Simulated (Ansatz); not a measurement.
# Is the response still linear at 0.5 V/Å? 1T-SiSSe monolayer

The dipole of a slab grows in proportion to a weak field along its normal. Does the weak-field slope carry to a strong field?

**Method.** Ansatz 0.2.0, plane waves with PAW datasets (its set soft_2), LDA; atoms held at their relaxed places, 18 Å of vacuum, dipole correction, cell area 9.68 Å², 18×18 k-points, smearing 0.02585 eV. Without field the slab has a gap of 0.54 eV.

```
  run  field (V/Å)  dipole (e·Å)
run 1        −0.10      −0.04150
run 2         0.00      −0.01561
run 3         0.10       0.01029
run 4         0.50             ?
```

**Question.** What value belongs in the row marked “?”, and how far can the other rows tell?

A least-squares line through the 3 rows shown has slope 0.258950 and intercept −0.015607; no row lies more than 0.00001 e·Å off it. A perfect conductor with that slope would be 180.95 × 0.25895 / 9.68 = 4.84 Å thick. At 0.50 it gives 0.258950 × 0.50 + (−0.015607) = 0.11387 e·Å, beyond the rows fitted. Rounding and scatter of the rows alone allow about ±0.00002 e·Å there.

The run itself gives 0.11412 e·Å: a miss of +0.00025 e·Å. That is under 1 % of the induced dipole, so the response is still linear.

Caveats: Ions are held, so this is the electronic response. Of the series that stay linear within 1 %, this collection keeps about one in seven, and it keeps all that bend.

[Logs are printed without paths, hosts, clocks, repeated set-up lines and the standing remarks that a program may print on its own settings, such as how far it seeks lower states.]
